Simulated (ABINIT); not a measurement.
**GaN (F-43m): a self-consistent loop beyond G0W0, cycle by cycle**

The structure is cubic, space group F-43m (No. 216). Conventional cell: a = 4.507 Å, b = 4.507 Å, c = 4.507 Å, α = 90.00°, β = 90.00°, γ = 90.00°. Ga has 4 N at 1.95 Å nearest. Nearest to N lie 4 Ga at 1.95 Å. Farther neighbours, and contacts between anions beyond the nearest, are not listed.

```xyz
2
Lattice="0.0000 2.2535 2.2535 2.2535 0.0000 2.2535 2.2535 2.2535 0.0000" Properties=species:S:1:pos:R:3 pbc="T T T"
Ga    0.0000    0.0000    0.0000
N     3.3803    3.3803    3.3803
```

| Quantity | Value |
| --- | --- |
| method | RPA screening on LDA from quasiparticle energies and orbitals, plane waves, norm-conserving pseudopotentials (and 4 further levels or steps) |
| program | ABINIT 10.8.3 |
| settings | cutoff 45 Ha, PseudoDojo scalar-relativistic 0.4.1 stringent, norm-conserving, potential set dojo-sr-lda-0.4.1-stringent, ngkpt (4, 4, 4), nband 81, ecuteps 8.3 Ha, gwcalctyp 28, inclvkb 2, shiftk (0, 0, 0), symchi 1, awtr 1, frequency ppm, cycle 6, q points all but q = 0, 4×4×4 k-mesh |
| cost | 19 runs, 5.8 min in all on 8 MPI ranks of Arm Neoverse V2, shared host |
| notes | The cell and positions are those that the Materials Project relaxed with its own functionals (PBE, PBE+U or r2SCAN), kept fixed. This is not the form that GaN usually takes at ambient conditions. Limits: no spin-orbit coupling. The 4×4×4 mesh is coarse for this cell, which bears on the long-range parts of exchange and screening. |
| G0W0 | 2.837 eV |
| QSGW, cycle 1 | 3.080 eV |
| QSGW, cycle 2 | 3.342 eV |
| QSGW, cycle 3 | 3.418 eV |
| QSGW, cycle 4 | 3.415 eV |
| QSGW, cycle 5 | 3.397 eV |
| QSGW, cycle 6 | 3.390 eV |
| known limits | short of the basis limit; no spin-orbit coupling; coarse k mesh |

Only the bands that the input lists are updated; the higher empty ones keep the functional's energies. QSGW ends at 3.39 eV, +0.55 eV from G0W0, after 6 cycles that took 5.4 min beside the first screening; the last moved the gap by 0.007 eV.

[Long decimals in the printed logs are rounded to 6 places.]

[Logs are printed without paths, hosts, clocks, repeated set-up lines and the standing remarks that a program may print on its own settings, such as how far it seeks lower states.]

[Paths, hosts, dates, memory and timing lines, banners, echoed tables and standing remarks are left out of the program output; an Ansatz launch command may be rebuilt from the run's recorded settings. Measured values are a selection of at most five: reports struck by readers or far from the other reports are left out. None is set beside runs whose start may be inverted or whose files or cutoffs have a known fault.]

[Runs of the session that timed out or met a known fault of the program may be left out.]

[Hosts, paths, dates, database ids (printed as entryN), source tags and the programs' standing remarks are cut or masked in the printed files.]

[G0W0 gaps are taken among the corrected bands and points alone; a level outside them can change the order at an edge.]

[Where Ansatz stands beside ABINIT at settings called matched, ABINIT's density can come from a denser mesh and the files from another edition; pairs whose starting gaps differed by over 0.03 eV were left out, so agreement reads better than it is.]
